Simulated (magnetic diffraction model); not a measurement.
**Magnetic neutron pattern of AlCo2**

Space group Fm-3m (no. 225), a = 5.4460 Å.

```
site  atom    x    y    z
  8c    Co  1/4  1/4  3/4
  4a    Al    0    0    0
```

The compound is invented for this exercise: a known structure type with other elements, its cell scaled to their sizes and not relaxed.

Only Co is taken to order (form factors of Co2+); orders and moment sizes are assumed, and not adapted to the symmetry. Radiation: neutrons of λ = 2.0775 Å, 3° to 80°; isotropic B of 0.56 Å² (Co) and 0.74 Å² (Al). The intensities are simulated: I ∝ L Σ (|F_N|² + |F_M⊥|²) for unpolarised neutrons, with F_M = 2.695 fm/μB × Σ f(s) S exp(2πi Q·r) exp(−B s²) at Q = H ± k (one set where k and −k are equivalent), only the part normal to Q counting and L = 1/(sin²θ cos θ). For collinear order S is the moment m, which repeats by lattice and centring translations R with the sign exp(−2πi k·R). Form factors are spin-only for 3d ions and dipole or tabulated for f ions, scattering lengths are Sears's of 1992, and absorption is left out. A label names one of the reflections at its angle. The strongest nuclear line in the range is 100, and lines under 0.2 are left out.

Assume the order k = (0 0 1), collinear moments along [111], 0.78 μB on Co; signs + at (1/4, 1/4, 3/4), − at (1/4, 3/4, 3/4).

Predict the pattern, nuclear and magnetic parts apart.

```tsv
2θ (°)	index	nuclear	magnetic
31.30	(1 1 0)	0.0	15.3
38.58	(1 1 1)	27.9	0.0
44.85	(2 0 0)	3.2	0.0
55.71	(1 1 2)	0.0	6.2
65.30	(2 2 0)	100.0	0.0
74.19	(3 1 0)	0.0	2.4
78.48	(3 1 1)	25.1	0.0
```

The strongest magnetic line in the range is (1 1 0) at 31.30° (15.3). On top of the Lorentz factor, which all lines share, magnetic lines fade with angle because f falls: for Co2+ it is 0.91, 0.71, 0.49 and 0.18 at sin θ/λ = 0.1, 0.2, 0.3 and 0.5 Å⁻¹, while nuclear lengths stay constant. The order has no net moment.

[Logs are printed without paths, hosts, clocks, repeated set-up lines and the standing remarks that a program may print on its own settings, such as how far it seeks lower states.]
